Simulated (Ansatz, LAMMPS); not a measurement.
**Amorphous Si0.7Ge0.3 (120 atoms) under strain**

How stiff is amorphous Si0.7Ge0.3 (120 atoms), and how do its levels respond to strain?

Program: Ansatz 0.2.0. Level of theory: Kohn-Sham DFT, PBE, PAW (set soft_1), plane waves. Results are calculated unless marked as measured.

## Step 1: Set-up

The cell holds 120 atoms: 84 Si and 36 Ge. Cell: a = 13.770 Å, b = 13.770 Å, c = 13.770 Å, α = 90.0°, β = 90.0°, γ = 90.0°. 120 atoms (84 Si, 36 Ge) placed at random at 3.16 g/cm³, melted at 3500 K for 10 ps at fixed volume with the Tersoff potential (Tersoff, Phys. Rev. B 39, 5566 (1989)). Quenched from 3500 K to 700 K at 10 K/ps and fixed volume, held 5 ps, then minimised at fixed cell.

What the set-up can't give: The quench rate of 10 K/ps is orders of magnitude faster than experiment, which tends to freeze in extra defects. The network of bonds at the start is that of the classical potential that made the cell, and needn't be the one that DFT or experiment would give. Sampling is at Γ alone.

## Step 2: Single point at the start

The forces at the start show how far the geometry lies from a minimum of this functional.

Contents of input.yaml:

```yaml
crystal:
  lattice:
    - [13.7704, 0.0, 0.0]
    - [0.0, 13.7704, 0.0]
    - [0.0, 0.0, 13.7704]
  atoms:
    - { symbol: Si, position: [0.06636, 0.00199, 0.48134] }
    - { symbol: Si, position: [0.50147, 0.29499, 0.40504] }
    - { symbol: Si, position: [0.18583, 0.32862, 0.65646] }
    - { symbol: Si, position: [0.61646, 0.05023, 0.46969] }
    - { symbol: Si, position: [0.00052, 0.96703, 0.79019] }
    - { symbol: Si, position: [0.25753, 0.67364, 0.89681] }
    - { symbol: Si, position: [0.35666, 0.0121, 0.59822] }
    - { symbol: Si, position: [0.7806, 0.10504, 0.43218] }
    - { symbol: Si, position: [0.71588, 0.9556, 0.74856] }
    - { symbol: Si, position: [0.28443, 0.49905, 0.90623] }
    - { symbol: Si, position: [0.34637, 0.9634, 0.87607] }
    - { symbol: Si, position: [0.86504, 0.30946, 0.71627] }
    - { symbol: Si, position: [0.04184, 0.12992, 0.77644] }
    - { symbol: Si, position: [0.88191, 0.43306, 0.0068] }
    - { symbol: Si, position: [0.93167, 0.74415, 0.9627] }
    - { symbol: Si, position: [0.09137, 0.65307, 0.35936] }
    - { symbol: Si, position: [0.03601, 0.66798, 0.07623] }
    - { symbol: Si, position: [0.3348, 0.54864, 0.59044] }
    - { symbol: Si, position: [0.37454, 0.38586, 0.81148] }
    - { symbol: Si, position: [0.26124, 0.01471, 0.73968] }
    - { symbol: Si, position: [0.01035, 0.01822, 0.31883] }
    - { symbol: Si, position: [0.25236, 0.97704, 0.02203] }
    - { symbol: Si, position: [0.24482, 0.72259, 0.38554] }
    - { symbol: Si, position: [0.77171, 0.2605, 0.35857] }
    - { symbol: Si, position: [0.24671, 0.85433, 0.27537] }
    - { symbol: Si, position: [0.56897, 0.69912, 0.23545] }
    - { symbol: Si, position: [0.03366, 0.50128, 0.02638] }
    - { symbol: Si, position: [0.51631, 0.81795, 0.47276] }
    - { symbol: Si, position: [0.44438, 0.78323, 0.03771] }
    - { symbol: Si, position: [0.99559, 0.20097, 0.92464] }
    - { symbol: Si, position: [0.87153, 0.30616, 0.8932] }
    - { symbol: Si, position: [0.32787, 0.98243, 0.34595] }
    - { symbol: Si, position: [0.94929, 0.91384, 0.94418] }
    - { symbol: Si, position: [0.99631, 0.12677, 0.07536] }
    - { symbol: Si, position: [0.28312, 0.24438, 0.03565] }
    - { symbol: Si, position: [0.77438, 0.53994, 0.92837] }
    - { symbol: Si, position: [0.53469, 0.06569, 0.03919] }
    - { symbol: Si, position: [0.14379, 0.72028, 0.77801] }
    - { symbol: Si, position: [0.12262, 0.23649, 0.13117] }
    - { symbol: Si, position: [0.34531, 0.38184, 0.63903] }
    - { symbol: Si, position: [0.24069, 0.76876, 0.55003] }
    - { symbol: Si, position: [0.4745, 0.28198, 0.57298] }
    - { symbol: Si, position: [0.59584, 0.8684, 0.23595] }
    - { symbol: Si, position: [0.36057, 0.09676, 0.08652] }
    - { symbol: Si, position: [0.90981, 0.06602, 0.54444] }
    - { symbol: Si, position: [0.20505, 0.68723, 0.06062] }
    - { symbol: Si, position: [0.46869, 0.76638, 0.73524] }
    - { symbol: Si, position: [0.78916, 0.74918, 0.55894] }
    - { symbol: Si, position: [0.3824, 0.79313, 0.87763] }
    - { symbol: Si, position: [0.17915, 0.62082, 0.63796] }
    - { symbol: Si, position: [0.47283, 0.08835, 0.87555] }
    - { symbol: Si, position: [0.93044, 0.30947, 0.30661] }
    - { symbol: Si, position: [0.35989, 0.59632, 0.42522] }
    - { symbol: Si, position: [0.09147, 0.28795, 0.52359] }
    - { symbol: Si, position: [0.39559, 0.8408, 0.59426] }
    - { symbol: Si, position: [0.83474, 0.10424, 0.13995] }
    - { symbol: Si, position: [0.56613, 0.89727, 0.07001] }
    - { symbol: Si, position: [0.52791, 0.13646, 0.32888] }
    - { symbol: Si, position: [0.09567, 0.86168, 0.57283] }
    - { symbol: Si, position: [0.70694, 0.26488, 0.921] }
    - { symbol: Si, position: [0.35873, 0.22319, 0.87255] }
    - { symbol: Si, position: [0.52494, 0.4592, 0.80384] }
    - { symbol: Si, position: [0.50434, 0.10787, 0.59563] }
    - { symbol: Si, position: [0.23842, 0.05393, 0.47337] }
    - { symbol: Si, position: [0.04179, 0.65491, 0.52907] }
    - { symbol: Si, position: [0.01408, 0.40208, 0.42139] }
    - { symbol: Si, position: [0.50099, 0.95154, 0.357] }
    - { symbol: Si, position: [0.62362, 0.54142, 0.62206] }
    - { symbol: Si, position: [0.96821, 0.70636, 0.79432] }
    - { symbol: Si, position: [9.0e-05, 0.73093, 0.23635] }
    - { symbol: Si, position: [0.7519, 0.87334, 0.31348] }
    - { symbol: Si, position: [0.92124, 0.4674, 0.68215] }
    - { symbol: Si, position: [0.12286, 0.41282, 0.1424] }
    - { symbol: Si, position: [0.28322, 0.42596, 0.06458] }
    - { symbol: Si, position: [0.77225, 0.68709, 0.01586] }
    - { symbol: Si, position: [0.12325, 0.4512, 0.8867] }
    - { symbol: Si, position: [0.84446, 0.58583, 0.77774] }
    - { symbol: Si, position: [0.84048, 0.01838, 0.29238] }
    [... 36 atom lines left out ...]
    - { symbol: Ge, position: [0.63716, 0.79496, 0.77511] }
    - { symbol: Ge, position: [0.64619, 0.39151, 0.36715] }
    - { symbol: Ge, position: [0.36168, 0.12767, 0.25654] }
    - { symbol: Ge, position: [0.93102, 0.52154, 0.51528] }
    - { symbol: Ge, position: [0.47033, 0.59585, 0.69261] }
    - { symbol: Ge, position: [0.21133, 0.1879, 0.76675] }
kpoints:
  mp_grid: { grid: [1, 1, 1] }
hamiltonian:
  xc: pbe
  pseudopotentials: { kind: paw, azcp: { folder: soft_1 } }
scf:
  occupations: { method: gaussian, width: 0.05 }
output:
  forces: true
```

On the command line:

```sh
$ ansatz run input.yaml --threads 4 --pin off --max-ram 15872MiB --backend cpu --events-out ev --progress --plain --runs-dir out
```

Numbers of over 12 decimals in the logs are rounded to 6 here.

The log of the run:

```text
Engine: ansatz 0.2.0, x86_64-unknown-linux-gnu
Pseudopotentials: kind: paw
Pseudopotential: Si, paw, valence charge 4, recommended cutoff 420 eV (normal), soft_1/Si.paw.azcp
Pseudopotential: Ge, paw, valence charge 14, recommended cutoff 420 eV (normal), soft_1/Ge.paw.azcp
[... 5 lines on functional and potentials left out ...]
Crystal: 120 atoms, lattice volume = 2611.197 Å³
Basis set: ecut = 420 eV, 50883 PW (Γ), exchange–correlation on 192×192×192 points (8 copies of the dense FFT grid, shifted against one another)
Bands: 540, of which v1, the nominal top of the filled ones, is band 420 counted from 1 (419 counted from 0)
Symmetry: 1 space group operations
Space group: P1 (ITA 1), of the structure as read, at distance tolerance 1.4e-4 Å
k-points: 1
[... 5 lines on functional and potentials left out ...]
Initial density: superposition of atomic densities (chi_scale 0.1, normalization cell, long waves kept (reshape's long-wave potential 0.22 eV rms))
Initial wavefunctions: pseudopotential atomic-orbital guess
Functional: x = pbe(κ = 0.804, μ = 0.219515), c = pbe(β = 0.066725)
SCF iter   1: F=—  HF=-208012.421040 eV  |F-HF|=—  |Δ(HF+E_count)|=         —  Δρ=3.95e-2  dr2=6.85e1  ethr=3.10e-3  ⟨swp⟩=6.0  Hψ=2276  notcnv=0  defer=68
preconditioner: auto → Resta (q_TF=auto, 2.258 Å⁻¹)  ε∞=5.3  [insulator: Δε(μ)=0.068 eV  Ē_g=7.710 eV  σ=0.050 eV  W_gap=0.66  n_scr=484 (ndim 8)  ℏωp=15.9 eV  f_vac=0.004  D(μ)=28.55/eV (n_scr^D=122)  ε∞_Penn≈5.3]
SCF iter   2: F=—  HF=-208003.719043 eV  |F-HF|=—  |Δ(HF+E_count)|=    8.70e0  Δρ=2.31e-2  dr2=1.76e1  ethr=3.10e-3  ⟨swp⟩=3.0  Hψ=634  notcnv=0  defer=107
SCF iter   3: F=—  HF=-208000.497494 eV  |F-HF|=—  |Δ(HF+E_count)|=    3.22e0  Δρ=3.88e-3  dr2=7.39e-1  ethr=2.10e-3  ⟨swp⟩=4.0  Hψ=566  notcnv=0  defer=107
SCF iter   4: F=—  HF=-208000.450898 eV  |F-HF|=—  |Δ(HF+E_count)|=   4.66e-2  Δρ=1.90e-3  dr2=1.72e-1  ethr=8.80e-5  ⟨swp⟩=3.0  Hψ=1056  notcnv=0  defer=107
SCF iter   5: F=—  HF=-208000.432268 eV  |F-HF|=—  |Δ(HF+E_count)|=   1.86e-2  Δρ=8.45e-4  dr2=3.75e-2  ethr=2.05e-5  ⟨swp⟩=2.0  Hψ=853  notcnv=0  defer=53
automatic band count: iteration 5 solves 486 bands in place of 540: the levels show a gap, and the empty bands left out lie too high to hold charge; the band table lists the bands solved (type scf.n_extra_bands for more)
SCF iter   6: F=—  HF=-208000.463088 eV  |F-HF|=—  |Δ(HF+E_count)|=   3.08e-2  Δρ=2.65e-4  dr2=5.70e-3  ethr=4.47e-6  ⟨swp⟩=2.0  Hψ=854  notcnv=0  defer=53
SCF iter   7: F=—  HF=-208000.468373 eV  |F-HF|=—  |Δ(HF+E_count)|=   5.28e-3  Δρ=8.40e-5  dr2=5.61e-4  ethr=6.79e-7  ⟨swp⟩=2.0  Hψ=854  notcnv=0  defer=53
SCF iter   8: F=—  HF=-208000.469163 eV  |F-HF|=—  |Δ(HF+E_count)|=   7.90e-4  Δρ=3.07e-5  dr2=6.00e-5  ethr=6.68e-8  ⟨swp⟩=2.0  Hψ=854  notcnv=0  defer=53
SCF iter   9: F=—  HF=-208000.470131 eV  |F-HF|=—  |Δ(HF+E_count)|=   9.68e-4  Δρ=1.67e-5  dr2=1.26e-5  ethr=7.14e-9  ⟨swp⟩=2.0  Hψ=907  notcnv=0  defer=53
SCF iter  10: F=—  HF=-208000.470138 eV  |F-HF|=—  |Δ(HF+E_count)|=   7.26e-6  Δρ=6.59e-6  dr2=2.19e-6  ethr=1.50e-9  ⟨swp⟩=2.0  Hψ=854  notcnv=0  defer=53
SCF iter  11: F=—  HF=-208000.470140 eV  |F-HF|=—  |Δ(HF+E_count)|=   2.28e-6  Δρ=2.26e-6  dr2=3.21e-7  ethr=2.61e-10  ⟨swp⟩=2.0  Hψ=854  notcnv=0  defer=53
SCF iter  12: F=-208000.470141 eV  HF=-208000.470141 eV  |F-HF|=4.59e-8  |Δ(HF+E_count)|=   4.92e-7  Δρ=8.60e-7  dr2=4.74e-8  ethr=1.19e-11  ⟨swp⟩=4.0  Hψ=1505  notcnv=0
SCF 1 converged in 12 iterations: F = -208000.470141 eV  dr2 = 4.74e-8
  greatest PAW one-centre occupation: 0.998 electrons in one spin orbital (limit 2), on the Ge atom at site 91 (counted from 0), in its partial waves of l = 2
SCF converged after 12 iterations
Free energy (F): -208000.470141 eV
Harris-Foulkes:  -208000.470141 eV  (|F-HF|=4.59e-8)
Internal energy: -208000.433311 eV  (E = F + TS)
E sigma→0 (E₀):  -208000.451726 eV
Entropy (-TS):   -0.036830 eV (-0.307 meV/atom)
Fermi energy:    6.597733 eV
--- Per-component energies (eV) ---
  E_band       = -5788.456710
  E_kinetic    = 6682.051632
  E_local      = -109615.602275  (includes V_loc(G=0)·N_el)
  E_nonlocal   = 9712.217586
  E_hartree    = 52159.797079
  E_xc         = -7289.048717
  E_vxc        = -6309.838851  (∫ρ·V_xc dr)
  E_paw        = -115416.037250  (= ΣΔE_a)
  E_vpaw       = -10576.887453  (= ΣTr[D̂ρ^β])
  E_aug_tail   = 0.003851  (compensation charges beyond the density's cutoff)
  E_ewald      = -44233.815217
  E_smearing   = -0.036830  (= −TS)
  E_closure    = -0.000000  (closes the sum)
  Σ components = -208000.470141   (vs F -208000.470141, Δ=0.00e0)
--- Forces (eV/Å), atoms counted from 1 ---
  atom   1  Si    -0.08337968     0.16896709     0.00276841
  atom   2  Si    -0.03482414    -0.14510636    -0.42599640
  atom   3  Si     0.12682058     0.03657285    -0.25708890
  atom   4  Si    -0.06393271    -0.36360147    -0.04991082
  atom   5  Si     0.17442737    -0.21352593     0.18654022
  atom   6  Si     0.27498394    -0.19859421     0.20946148
  atom   7  Si    -0.12468357    -0.04378406     0.01868818
  atom   8  Si    -0.30264530     0.42860685    -0.19024972
  atom   9  Si     0.18144530    -0.31901364     0.02996054
  atom  10  Si    -0.23452790    -0.17145621    -0.24515709
  atom  11  Si    -0.04677203     0.14057212    -0.05847310
  atom  12  Si    -0.06909292    -0.04941801     0.38069907
  atom  13  Si    -0.27697111    -0.07063050     0.24738733
  atom  14  Si     0.02803664     0.24644962    -0.09440411
[...]
atom 119  Ge     0.23327802     0.11991342     0.13347181
  atom 120  Ge     0.34052262    -0.30702812    -0.41769584
  max |Σ_I F_I| component: 3.17e-5 eV/Å
```

Wall time 30 s (4 threads of Intel Xeon Platinum 8488C (Sapphire Rapids), shared host); peak memory 3.7 GiB; 1.9 min of CPU time.

The column dr2 measures how far the density is from self-consistency, as an energy; F and HF (Harris–Foulkes) agree once it is small.

The r.m.s. force at the start is 0.24 eV/Å.

## Step 3: Cell and atoms relaxed

The cell is relaxed with the atoms, since the starting lattice needn't suit this functional.

Contents of input.yaml:

```yaml
crystal:
  lattice:
    - [13.7704, 0.0, 0.0]
    - [0.0, 13.7704, 0.0]
    - [0.0, 0.0, 13.7704]
  atoms:
    [... the 120 atom lines of step 2 ...]
kpoints:
  mp_grid: { grid: [1, 1, 1] }
hamiltonian:
  xc: pbe
  pseudopotentials: { kind: paw, azcp: { folder: soft_1 } }
scf:
  occupations: { method: gaussian, width: 0.05 }
output:
  forces: true
relax:
  f_tol: 0.05
  max_steps: 150
  cell: {}
```

The log of the run:

```text
[...]
Crystal: 120 atoms, lattice volume = 2611.197 Å³
Basis set: ecut = 420 eV, 50883 PW (Γ), exchange–correlation on 192×192×192 points (8 copies of the dense FFT grid, shifted against one another)
Bands: 540, of which v1, the nominal top of the filled ones, is band 420 counted from 1 (419 counted from 0)
Symmetry: 1 space group operations
[...]
k-points: 1
[...]
SCF iter   1: F=—  HF=-208012.421039 eV  |F-HF|=—  |Δ(HF+E_count)|=         —  Δρ=3.95e-2  dr2=6.85e1  ethr=3.10e-3  ⟨swp⟩=6.0  Hψ=2276  notcnv=0  defer=68
[...]
SCF iter  11: F=—  HF=-208000.470140 eV  |F-HF|=—  |Δ(HF+E_count)|=   2.17e-6  Δρ=2.28e-6  dr2=3.23e-7  ethr=2.61e-10  ⟨swp⟩=2.0  Hψ=854  notcnv=0  defer=107
SCF iter  12: F=-208000.470141 eV  HF=-208000.470141 eV  |F-HF|=4.76e-8  |Δ(HF+E_count)|=   4.97e-7  Δρ=8.56e-7  dr2=4.64e-8  ethr=1.19e-11  ⟨swp⟩=4.0  Hψ=1547  notcnv=0
SCF 1 converged in 12 iterations: F = -208000.470141 eV  dr2 = 4.64e-8
[...]
relax step   1: F+E_penalty+E_count = -208000.47014081 eV  Δ(F+E_penalty+E_count) = +0.000e0 eV  max|allowed force component| = 8.830e-1 eV/Å  Δτ_max = 0.0000 Å  P = -0.286 GPa  Ω = 2611.197 Å³  (12 SCF iters, dr2 threshold 1.00e-7 eV, accepted)
[... from here on, the SCF cycles and remarks between the steps are left out ...]
relax step   2: F+E_penalty+E_count = -208002.57228660 eV  Δ(F+E_penalty+E_count) = -2.102e0 eV  max|allowed force component| = 5.623e-1 eV/Å  Δτ_max = 0.1944 Å  P = -0.359 GPa  Ω = 2608.379 Å³  energy of the carried Pulay correction = +2.099e-4 eV  (8 SCF iters, dr2 threshold 1.20e-5 eV, accepted)
relax step   3: F+E_penalty+E_count = -208003.09224949 eV  Δ(F+E_penalty+E_count) = -5.200e-1 eV  max|allowed force component| = 3.696e-1 eV/Å  Δτ_max = 0.1057 Å  P = -0.119 GPa  Ω = 2597.885 Å³  energy of the carried Pulay correction = +9.937e-4 eV  (7 SCF iters, dr2 threshold 1.20e-5 eV, accepted)
relax step   4: F+E_penalty+E_count = -208003.40346223 eV  Δ(F+E_penalty+E_count) = -3.112e-1 eV  max|allowed force component| = 2.105e-1 eV/Å  Δτ_max = 0.2000 Å  P = -0.009 GPa  Ω = 2593.713 Å³  energy of the carried Pulay correction = +1.306e-3 eV  (8 SCF iters, dr2 threshold 8.54e-6 eV, accepted)
relax step   5: F+E_penalty+E_count = -208003.48915816 eV  Δ(F+E_penalty+E_count) = -8.570e-2 eV  max|allowed force component| = 1.294e-1 eV/Å  Δτ_max = 0.0963 Å  P = +0.020 GPa  Ω = 2590.683 Å³  energy of the carried Pulay correction = +1.533e-3 eV  (8 SCF iters, dr2 threshold 2.77e-6 eV, accepted)
relax step   6: F+E_penalty+E_count = -208003.34347318 eV  Δ(F+E_penalty+E_count) = +1.457e-1 eV  max|allowed force component| = 5.484e-1 eV/Å  Δτ_max = 0.2000 Å  P = -0.001 GPa  Ω = 2591.649 Å³  energy of the carried Pulay correction = +1.461e-3 eV  (9 SCF iters, dr2 threshold 1.05e-6 eV, rejected (line search))
relax step   7: F+E_penalty+E_count = -208003.52275992 eV  Δ(F+E_penalty+E_count) = -3.360e-2 eV  max|allowed force component| = 5.489e-2 eV/Å  Δτ_max = 0.0786 Å  P = -0.003 GPa  Ω = 2590.806 Å³  energy of the carried Pulay correction = +1.524e-3 eV  (12 SCF iters, accepted)
relax step   8: F+E_penalty+E_count = -208003.52706294 eV  Δ(F+E_penalty+E_count) = -4.303e-3 eV  max|allowed force component| = 3.107e-2 eV/Å  Δτ_max = 0.0159 Å  P = +0.003 GPa  Ω = 2590.420 Å³  energy of the carried Pulay correction = +1.553e-3 eV  (7 SCF iters, dr2 threshold 1.88e-7 eV, accepted)
relax step   9: F+E_penalty+E_count = -208003.52658023 eV  Δ(F+E_penalty+E_count) = +4.827e-4 eV  max|allowed force component| = 3.108e-2 eV/Å  Δτ_max = 0.0000 Å  P = +0.003 GPa  Ω = 2590.420 Å³  stress off target by 1.53e-2 GPa  SCF on the basis re-selected at this cell (its energy is not comparable with the rows above)  (7 SCF iters)
basis re-selected at this cell: Δ(F+E_penalty+E_count) = +4.827e-4 eV, ΔP = -0.000 GPa vs the last step (what re-selecting the basis moved, of the pressure what is left beyond the Pulay correction that the steps carried, after the strain that the cell walked since its last selection, [...]
SCF converged after 7 iterations
Free energy (F): -208003.526580 eV
[...]
Internal energy: -208003.525351 eV  (E = F + TS)
E sigma→0 (E₀):  -208003.525965 eV
Entropy (-TS):   -0.001230 eV (-0.010 meV/atom)
Fermi energy:    6.654005 eV
[...]
Σ components = -208003.526580   (vs F -208003.526580, Δ=0.00e0)
--- Forces (eV/Å), atoms counted from 1 ---
  atom   1  Si    -0.00195023     0.00175620    -0.00513549
  atom   2  Si     0.00264809     0.00181961    -0.00157869
  atom   3  Si     0.00008340     0.00288080     0.00203332
  atom   4  Si    -0.00776994     0.00154295    -0.00786025
[...]
atom 120  Ge     0.00377608    -0.01874331    -0.01898451
  max |Σ_I F_I| component: 4.92e-6 eV/Å
--- Stress (GPa, compression-positive) ---
        0.011931      -0.002950       0.006908
       -0.002950       0.006749      -0.002215
        0.006908      -0.002215      -0.009683
  P = ⅓ Tr σ = 0.0030 GPa (0.030 kbar)
--- Relaxed structure (8 steps of the walk, 7 accepted, 1 SCFs on fresh bases) ---
  F+E_penalty+E_count = -208003.52658023 eV   max|allowed force component| = 3.108e-2 eV/Å   (the final SCF, on the basis selected at the relaxed cell)
  cell:  # Å, volume = 2590.4205 Å³
    - [13.567795, 0.135413, -0.010783]
    - [0.135413, 13.762835, 0.220962]
    - [-0.010783, 0.220962, 13.877369]
  atoms:
    - { symbol: Si, position: [0.058115, 0.00343347, 0.484148] }
    - { symbol: Si, position: [0.501517, 0.312311, 0.395823] }
    - { symbol: Si, position: [0.181276, 0.323455, 0.657540] }
    - { symbol: Si, position: [0.595043, 0.055229, 0.446905] }
[...]
- { symbol: Ge, position: [0.206349, 0.177005, 0.763192] }
```

The job ended after 3.8 min (4 threads; peak memory 3.8 GiB; 14 min of CPU time).

The relaxation converged after 8 steps, with a largest force component of 0.031 eV/Å.

[end of part 1 of 3]

[Logs are printed without paths, hosts, clocks, repeated set-up lines and the standing remarks that a program may print on its own settings, such as how far it seeks lower states.]

[Hosts, paths, dates, database ids (printed as entryN), source tags and the programs' standing remarks are cut or masked in the printed files.]
